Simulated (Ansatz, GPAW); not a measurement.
# A 10-layer slab of Ir(110): converging a work function, part 2 of 3

How do cutoff, mesh, smearing and the dipole layer change the work function of a 10-layer slab of Ir(110)?

GPAW 26.7.0 and Ansatz 0.2.0; Ansatz plane waves; slab in vacuum with a dipole correction, relaxation (the session's first sound run).

So far, upper work function (eV): step 2 (relaxation) 4.96.

## (3) Plane waves, PBE

With the geometry fixed, the planar mean of the potential gives the vacuum level on each side.

This step: GPAW, PAW setups; slab in vacuum (GPAW 26.7.0).

run.py reads:

```python
import json
import numpy as np
from ase import Atoms
from gpaw import GPAW, PW

slab = Atoms(
    ['Ir', 'Ir', 'Ir', 'Ir', 'Ir', 'Ir', 'Ir', 'Ir', 'Ir', 'Ir'],
    positions=[
        [1.92000, 1.35765, 8.00000],
        [0.00000, 0.00000, 9.35765],
        [1.92000, 1.35765, 10.71529],
        [0.00000, 0.00000, 12.07294],
        [1.92000, 1.35765, 13.43058],
        [0.00000, 0.00000, 14.83487],
        [1.92000, 1.35765, 16.17503],
        [0.00000, 0.00000, 17.54361],
        [1.92000, 1.35765, 18.99956],
        [0.00000, -0.00000, 20.19279]],
    cell=[[3.84, 0.0, 0.0], [0.0, 2.71529, 0.0], [0.0, 0.0, 28.21881]],
    pbc=[True, True, False])

slab.calc = GPAW(mode=PW(400), xc='PBE', kpts={'size': (8, 12, 1), 'gamma': True},
                 occupations={'name': 'fermi-dirac', 'width': 0.1}, nbands='160%',
                 convergence={'density': 1e-05}, maxiter=200,
                 poissonsolver={'dipolelayer': 'xy'},
                 symmetry={'tolerance': 1e-3}, txt='slab.txt')
result = {}
energy = slab.get_potential_energy()
fermi = slab.calc.get_fermi_level()
v = slab.calc.get_electrostatic_potential().mean((0, 1)) - fermi
n = slab.calc.get_pseudo_density().mean((0, 1))
L = slab.cell[2, 2]
z = np.arange(len(v)) * L / len(v)
low, high = slab.positions[:, 2].min(), slab.positions[:, 2].max()
below, above = np.interp([low - 5.8, high + 5.8], z, v)
slopes = [np.interp(x, z, np.gradient(v, z)) for x in (low - 5.8, high + 5.8)]
eps = np.array([[slab.calc.get_eigenvalues(k, s) for k in range(len(slab.calc.get_ibz_k_points()))]
                for s in range(slab.calc.get_number_of_spins())]) - fermi
top, bottom = eps[eps < 0].max(), eps[eps > 0].min()
dipole = slab.get_dipole_moment()[2]
print(f'energy {energy:.4f} eV, Fermi level {fermi:.4f} eV, dipole {dipole:.5f} e A')
print(f'potential 5.8 A off the faces, from the Fermi level: lower {below:.4f} eV, upper {above:.4f} eV')
print(f'slope of the potential there: lower {slopes[0]:.5f}, upper {slopes[1]:.5f} eV/A')
print(f'nearest levels on the mesh: {top:.4f} and {bottom:.4f} eV')
print('magnetic moment', round(slab.get_magnetic_moment(), 3))
result.update(energy=energy, fermi=fermi, dipole=dipole, below=below, above=above, slopes=slopes, edges=[top, bottom],
              z=z.tolist(), v=v.tolist(), n=n.tolist(), positions=slab.positions.tolist(),
              forces=slab.get_forces(apply_constraint=False).tolist(), moments=slab.get_magnetic_moments().tolist())
json.dump(result, open('result.json', 'w'))
```

Launch:

```sh
> OMP_NUM_THREADS=1 OPENBLAS_NUM_THREADS=1 python run.py
```

Log:

```text
energy -89.6491 eV, Fermi level 4.5352 eV, dipole 0.00594 e A
potential 5.8 A off the faces, from the Fermi level: lower 5.0497 eV, upper 4.9476 eV
slope of the potential there: lower -0.00013, upper 0.00014 eV/A
nearest levels on the mesh: -0.0041 and 0.0035 eV
magnetic moment 0.0
```

Run time: 44 min. Hardware: 1 thread of Arm Neoverse N1, shared host; peak memory 0.62 GiB.

This step gave:

| Property | Result |
| --- | --- |
| dipole along the normal | 0.005940 e·Å |
| levels nearest the Fermi level on the mesh | -0.004108, 0.003518 eV from the Fermi level |
| upper work function | 4.948 eV |
| lower work function | 5.050 eV |

The electrostatic potential energy of an electron (without an applied field's), less the Fermi level, planar mean oscillates, so the rows of the table below give means over windows of 1.36 Å about each position, cut where the curve ends. Its maxima inside the range that stand out by 2 % of the span (Å: eV): 8.7: -10.2, 10.0: -10.8, 11.4: -10.8, 12.8: -10.8, 14.1: -9.94, 15.5: -11.2, 16.8: -10.6, 18.3: -8.93, 19.6: -14.0. Its minima: 8.0: -17.7, 9.4: -18.9, 10.8: -18.9, 12.1: -18.9, 13.4: -18.8, 14.8: -19.0, 16.2: -19.0, 17.6: -18.7, 19.0: -19.4, 20.2: -18.5.

Electrostatic potential energy of an electron (without an applied field's), less the Fermi level, planar mean against z; means over each step:

```csv
z (Å),"electrostatic potential energy of an electron (without an applied field's), less the Fermi level, planar mean (eV)"
0.68,5.04
2.04,5.05
3.40,5.05
4.76,5.03
6.12,4.53
7.48,-7.32
8.84,-14.4
10.20,-14.9
11.56,-14.9
12.92,-14.8
14.28,-14.2
15.64,-15.1
17.00,-14.6
18.36,-13.5
19.72,-16.5
21.08,-1.89
22.44,4.76
23.80,4.94
25.16,4.95
26.52,4.95
27.88,4.95
```

The pseudo valence density, planar mean oscillates, so the rows of the table below give means over windows of 1 Å about each position, cut where the curve ends. Its maxima inside the range that stand out by 2 % of the span (Å: e/Å³): 7.9: 1.43, 9.4: 1.49, 10.7: 1.49, 12.1: 1.50, 13.4: 1.49, 14.8: 1.51, 16.1: 1.48, 17.6: 1.50, 19.0: 1.52, 20.1: 1.42. Its minima: 8.8: 0.718, 10.0: 0.685, 11.5: 0.714, 12.8: 0.684, 14.2: 0.662, 15.5: 0.704, 16.9: 0.687, 18.2: 0.625, 19.6: 0.865.

The pseudo valence density, planar mean by z; means over each step:

```csv
z (Å),"pseudo valence density, planar mean (e/Å³)"
4,6.5e-5
5,8.8e-4
6,0.0124
7,0.199
8,1.09
9,1.05
10,0.946
11,1.09
12,1.16
13,1.01
14,0.922
15,1.14
16,1.14
17,0.952
18,0.945
19,1.19
20,1.17
21,0.341
22,0.0211
23,0.00142
24,1.0e-4
```

Force by atom:

```csv
atom,x (eV/Å),y (eV/Å),z (eV/Å),size
Ir1,0.00,0.00,1.16,1.16
Ir2,0.00,0.00,-1.19,1.19
Ir3,0.00,0.00,-0.28,0.28
Ir4,0.00,0.00,0.39,0.39
Ir5,0.00,0.00,-0.02,0.02
Ir6,0.00,0.00,-0.01,0.01
Ir7,0.00,0.00,0.00,0.00
Ir8,0.00,0.00,0.00,0.00
Ir9,0.00,0.00,-0.03,0.03
Ir10,0.00,0.00,-0.04,0.04
```

The potential is flat to 1.4e-4 eV/Å where it is read, so the vacuum is wide enough. The geometry is the other program's minimum; here the largest force on a free atom is 0.037 eV/Å.

## (4) Cutoff 200

The cutoff limits how sharply the smooth valence waves can vary, which tells mostly near the atoms.

Changes to run.py since step 3:

```diff
@@ -21,3 +21,3 @@
 
-slab.calc = GPAW(mode=PW(400), xc='PBE', kpts={'size': (8, 12, 1), 'gamma': True},
+slab.calc = GPAW(mode=PW(200), xc='PBE', kpts={'size': (8, 12, 1), 'gamma': True},
                  occupations={'name': 'fermi-dirac', 'width': 0.1}, nbands='160%',
```

Log:

```text
energy -83.4868 eV, Fermi level 4.5855 eV, dipole 0.00542 e A
potential 5.8 A off the faces, from the Fermi level: lower 5.0815 eV, upper 4.9714 eV
slope of the potential there: lower -0.00114, upper -0.00090 eV/A
nearest levels on the mesh: -0.0054 and 0.0015 eV
magnetic moment 0.0
```

It took 14 min on 1 thread; peak memory 0.31 GiB.

The run finished. A setting was moved off its sound value on purpose, so it serves as a test and not as the result.

The fault put into the input: a cutoff under that of the base run: the energy of the cell lies 6.2 eV from the base value (ecut = 200).

The two runs compared:

```csv
quantity,this run,sound run,difference
dipole along the normal (e·Å),0.0054185,0.0059400,-5.2e-4
upper work function (eV),4.9714,4.9476,0.0238
lower work function (eV),5.0815,5.0497,0.0318
```

One result that differs is the lower work function, 5.08 eV against 5.05 eV.

## (5) Cutoff 300

The cutoff limits how sharply the smooth valence waves can vary, which tells mostly near the atoms.

Changes to run.py since step 4:

```diff
@@ -21,3 +21,3 @@
 
-slab.calc = GPAW(mode=PW(200), xc='PBE', kpts={'size': (8, 12, 1), 'gamma': True},
+slab.calc = GPAW(mode=PW(300), xc='PBE', kpts={'size': (8, 12, 1), 'gamma': True},
                  occupations={'name': 'fermi-dirac', 'width': 0.1}, nbands='160%',
```

Log:

```text
energy -87.9216 eV, Fermi level 4.5439 eV, dipole 0.00599 e A
potential 5.8 A off the faces, from the Fermi level: lower 5.0577 eV, upper 4.9538 eV
slope of the potential there: lower -0.00045, upper 0.00037 eV/A
nearest levels on the mesh: -0.0044 and 0.0041 eV
magnetic moment 0.0
```

The job ended after 25 min (1 thread; peak memory 0.45 GiB).

The run finished. A setting was moved off its sound value on purpose, so it serves as a test and not as the result.

The fault put into the input: a cutoff under that of the base run: the energy of the cell lies 1.7 eV from the base value (ecut = 300).

The two runs compared:

```csv
quantity,this run,sound run,difference
dipole along the normal (e·Å),0.0059938,0.0059400,5.4e-5
upper work function (eV),4.9538,4.9476,0.00612
lower work function (eV),5.0577,5.0497,0.00794
```

## (6) Cutoff 700: ecut = 700

The cutoff limits how sharply the smooth valence waves can vary, which tells mostly near the atoms.

Changes to run.py since step 5:

```diff
@@ -21,3 +21,3 @@
 
-slab.calc = GPAW(mode=PW(300), xc='PBE', kpts={'size': (8, 12, 1), 'gamma': True},
+slab.calc = GPAW(mode=PW(700), xc='PBE', kpts={'size': (8, 12, 1), 'gamma': True},
                  occupations={'name': 'fermi-dirac', 'width': 0.1}, nbands='160%',
```

Log:

```text
energy -90.0921 eV, Fermi level 4.5344 eV, dipole 0.00595 e A
potential 5.8 A off the faces, from the Fermi level: lower 5.0501 eV, upper 4.9482 eV
slope of the potential there: lower -0.00004, upper 0.00007 eV/A
nearest levels on the mesh: -0.0038 and 0.0036 eV
magnetic moment 0.0
```

The job ended after 1.8 h (1 thread; peak memory 1.3 GiB).

This step gave:

```
dipole along the normal                    : 0.005948 e·Å
levels nearest the Fermi level on the mesh : -0.003839, 0.003609 eV from the Fermi level
```

The electrostatic potential energy of an electron (without an applied field's), less the Fermi level, planar mean oscillates, so the rows of the table below give means over windows of 1.37 Å about each position, cut where the curve ends. Its maxima inside the range that stand out by 2 % of the span (Å: eV): 8.6: -10.3, 10.1: -10.9, 11.4: -10.9, 12.7: -10.8, 14.1: -9.94, 15.6: -11.3, 16.9: -10.5, 18.2: -9.00, 19.6: -13.9. Its minima: 8.1: -17.6, 9.4: -19.0, 10.7: -19.0, 12.0: -18.9, 13.5: -18.9, 14.8: -19.0, 16.2: -19.0, 17.5: -18.6, 19.0: -19.4, 20.2: -18.5.

The electrostatic potential energy of an electron (without an applied field's), less the Fermi level, planar mean by z; means over each step:

```csv
z (Å),"electrostatic potential energy of an electron (without an applied field's), less the Fermi level, planar mean (eV)"
0.69,5.04
2.06,5.05
3.43,5.05
4.79,5.03
6.17,4.46
7.54,-8.09
8.91,-14.4
10.28,-14.8
11.65,-14.9
13.02,-14.8
14.39,-14.3
15.76,-15.1
17.12,-14.6
18.50,-13.8
19.86,-15.9
21.23,0.0516
22.61,4.82
23.98,4.94
25.35,4.95
26.71,4.95
28.09,4.96
```

The pseudo valence density, planar mean oscillates, so the rows of the table below give means over windows of 1 Å about each position, cut where the curve ends. Its maxima inside the range that stand out by 2 % of the span (Å: e/Å³): 8.1: 1.44, 9.4: 1.50, 10.6: 1.48, 12.1: 1.51, 13.4: 1.49, 14.8: 1.51, 16.1: 1.50, 17.6: 1.49, 19.0: 1.52, 20.2: 1.49. Its minima: 8.7: 0.693, 10.0: 0.689, 11.4: 0.693, 12.7: 0.685, 14.2: 0.654, 15.5: 0.702, 16.9: 0.688, 18.2: 0.614, 19.7: 0.877.

Pseudo valence density, planar mean against z; means over each step:

```csv
z (Å),"pseudo valence density, planar mean (e/Å³)"
4,6.2e-5
5,8.5e-4
6,0.0123
7,0.199
8,1.10
9,1.06
10,0.931
11,1.10
12,1.17
13,1.01
14,0.908
15,1.15
16,1.15
17,0.949
18,0.942
19,1.19
20,1.17
21,0.338
22,0.0208
23,0.00139
24,9.9e-5
```

Force by atom:

```csv
atom,x (eV/Å),y (eV/Å),z (eV/Å),size
Ir1,0.00,0.00,1.17,1.17
Ir2,0.00,0.00,-1.19,1.19
Ir3,0.00,0.00,-0.28,0.28
Ir4,0.00,0.00,0.39,0.39
Ir5,0.00,0.00,-0.02,0.02
Ir6,0.00,0.00,0.00,0.00
Ir7,0.00,0.00,0.00,0.00
Ir8,0.00,0.00,0.00,0.00
Ir9,0.00,0.00,-0.02,0.02
Ir10,0.00,0.00,-0.05,0.05
```

The upper face's work function is 4.948 eV, against 4.948 eV in the first plane-wave PBE run at this geometry.

## (7) K mesh 3×4

The mesh in the plane samples the bands: a metal's Fermi level needs it dense, and band edges must lie on it.

Changes to run.py since step 6:

```diff
@@ -21,3 +21,3 @@
 
-slab.calc = GPAW(mode=PW(700), xc='PBE', kpts={'size': (8, 12, 1), 'gamma': True},
+slab.calc = GPAW(mode=PW(400), xc='PBE', kpts={'size': (3, 4, 1), 'gamma': True},
                  occupations={'name': 'fermi-dirac', 'width': 0.1}, nbands='160%',
```

Log:

```text
energy -90.6578 eV, Fermi level 4.4922 eV, dipole 0.00699 e A
potential 5.8 A off the faces, from the Fermi level: lower 5.0630 eV, upper 4.9428 eV
slope of the potential there: lower -0.00018, upper 0.00014 eV/A
nearest levels on the mesh: -0.0940 and 0.0144 eV
magnetic moment 0.0
```

The job ended after 9 min (1 thread; peak memory 0.3 GiB).

The run finished with changed settings (kpts = [3, 4]); it serves as a test.

The two runs compared:

```csv
quantity,this run,sound run,difference
dipole along the normal (e·Å),0.0069866,0.0059400,0.00105
upper work function (eV),4.9428,4.9476,-0.00483
lower work function (eV),5.0630,5.0497,0.0133
```

## (8) K mesh 5×7

The mesh in the plane samples the bands: a metal's Fermi level needs it dense, and band edges must lie on it.

Changes to run.py since step 7:

```diff
@@ -21,3 +21,3 @@
 
-slab.calc = GPAW(mode=PW(400), xc='PBE', kpts={'size': (3, 4, 1), 'gamma': True},
+slab.calc = GPAW(mode=PW(400), xc='PBE', kpts={'size': (5, 7, 1), 'gamma': True},
                  occupations={'name': 'fermi-dirac', 'width': 0.1}, nbands='160%',
```

Log:

```text
energy -89.7408 eV, Fermi level 4.5403 eV, dipole 0.00589 e A
potential 5.8 A off the faces, from the Fermi level: lower 5.0416 eV, upper 4.9405 eV
slope of the potential there: lower -0.00019, upper 0.00014 eV/A
nearest levels on the mesh: -0.0166 and 0.0026 eV
magnetic moment 0.0
```

Elapsed: 19 min, on 1 thread; peak memory 0.36 GiB.

The run finished with changed settings (kpts = [5, 7]); it serves as a test.

The two runs compared:

```csv
quantity,this run,sound run,difference
dipole along the normal (e·Å),0.0058897,0.0059400,-5.0e-5
upper work function (eV),4.9405,4.9476,-0.00719
lower work function (eV),5.0416,5.0497,-0.00811
```

## (9) K mesh 12×18: kpts = [12, 18]

The mesh in the plane samples the bands: a metal's Fermi level needs it dense, and band edges must lie on it.

Changes to run.py since step 8:

```diff
@@ -21,3 +21,3 @@
 
-slab.calc = GPAW(mode=PW(400), xc='PBE', kpts={'size': (5, 7, 1), 'gamma': True},
+slab.calc = GPAW(mode=PW(400), xc='PBE', kpts={'size': (12, 18, 1), 'gamma': True},
                  occupations={'name': 'fermi-dirac', 'width': 0.1}, nbands='160%',
```

Log:

```text
energy -89.6423 eV, Fermi level 4.5390 eV, dipole 0.00611 e A
potential 5.8 A off the faces, from the Fermi level: lower 5.0505 eV, upper 4.9453 eV
slope of the potential there: lower -0.00015, upper 0.00014 eV/A
nearest levels on the mesh: -0.0006 and 0.0002 eV
magnetic moment 0.0
```

Run time: 79 min. Hardware: 1 thread; peak memory 1 GiB.

Numbers from this step:

```
dipole along the normal                    : 0.006114 e·Å
levels nearest the Fermi level on the mesh : -5.92e-4, 1.97e-4 eV from the Fermi level
upper work function                        : 4.945 eV
```

The electrostatic potential energy of an electron (without an applied field's), less the Fermi level, planar mean oscillates, so the rows of the table below give means over windows of 1.36 Å about each position, cut where the curve ends. Its maxima inside the range that stand out by 2 % of the span (Å: eV): 8.7: -10.2, 10.0: -10.8, 11.4: -10.8, 12.8: -10.8, 14.1: -9.95, 15.5: -11.2, 16.8: -10.6, 18.3: -8.94, 19.6: -14.0. Its minima: 8.0: -17.7, 9.4: -18.9, 10.8: -18.9, 12.1: -18.9, 13.4: -18.8, 14.8: -19.0, 16.2: -19.0, 17.6: -18.7, 19.0: -19.4, 20.2: -18.5.

Table of electrostatic potential energy of an electron (without an applied field's), less the Fermi level, planar mean by z; means over each step:

```csv
z (Å),"electrostatic potential energy of an electron (without an applied field's), less the Fermi level, planar mean (eV)"
0.68,5.04
2.04,5.05
3.40,5.05
4.76,5.04
6.12,4.53
7.48,-7.32
8.84,-14.4
10.20,-14.9
11.56,-14.9
12.92,-14.8
14.28,-14.2
15.64,-15.1
17.00,-14.6
18.36,-13.5
19.72,-16.5
21.08,-1.90
22.44,4.75
23.80,4.94
25.16,4.95
26.52,4.95
27.88,4.95
```

The upper face's work function is 4.945 eV, against 4.948 eV in the first plane-wave PBE run at this geometry.

## (10) Scheme Marzari-Vanderbilt, smearing 0.2

Smearing changes the occupations near the Fermi level, and with them the level itself. Smearing helps the SCF of a metal converge, but it blurs occupations at band edges near the Fermi level.

Changes to run.py since step 9:

```diff
@@ -21,4 +21,4 @@
 
-slab.calc = GPAW(mode=PW(400), xc='PBE', kpts={'size': (12, 18, 1), 'gamma': True},
-                 occupations={'name': 'fermi-dirac', 'width': 0.1}, nbands='160%',
+slab.calc = GPAW(mode=PW(400), xc='PBE', kpts={'size': (8, 12, 1), 'gamma': True},
+                 occupations={'name': 'marzari-vanderbilt', 'width': 0.2}, nbands='160%',
                  convergence={'density': 1e-05}, maxiter=200,
```

Log:

```text
energy -89.6474 eV, Fermi level 4.5297 eV, dipole 0.00655 e A
potential 5.8 A off the faces, from the Fermi level: lower 5.0622 eV, upper 4.9495 eV
slope of the potential there: lower -0.00016, upper 0.00014 eV/A
nearest levels on the mesh: -0.0024 and 0.0070 eV
magnetic moment 0.0
```

It took 43 min on 1 thread; peak memory 0.62 GiB.

This step gave:

```yaml
dipole_along_the_normal: 0.006551 e·Å
levels_nearest_the_fermi_level_on_the_mesh: -0.002416, 0.007010 eV from the Fermi level
upper_work_function: 4.950 eV
lower_work_function: 5.062 eV
```

The upper face's work function is 4.950 eV, against 4.948 eV in the first plane-wave PBE run at this geometry.

## (11) Cost and result by level

Times are for 1 thread of Arm Neoverse N1, shared host. The series side by side:

```csv
no.,run,upper work function (eV),lower work function (eV),time,memory (GiB)
1,pw,4.948,5.050,44 min,0.62
2,cutoff 700,4.948,5.050,1.8 h,1.3
3,k mesh 12×18,4.945,5.050,79 min,1.0
4,"scheme Marzari-Vanderbilt, smearing 0.2",4.950,5.062,43 min,0.62
```

[end of part 2 of 3]

[Logs are printed without paths, hosts, clocks, repeated set-up lines and the standing remarks that a program may print on its own settings, such as how far it seeks lower states.]

[Hosts, paths, dates, database ids (printed as entryN), source tags and the programs' standing remarks are cut or masked in the printed files.]
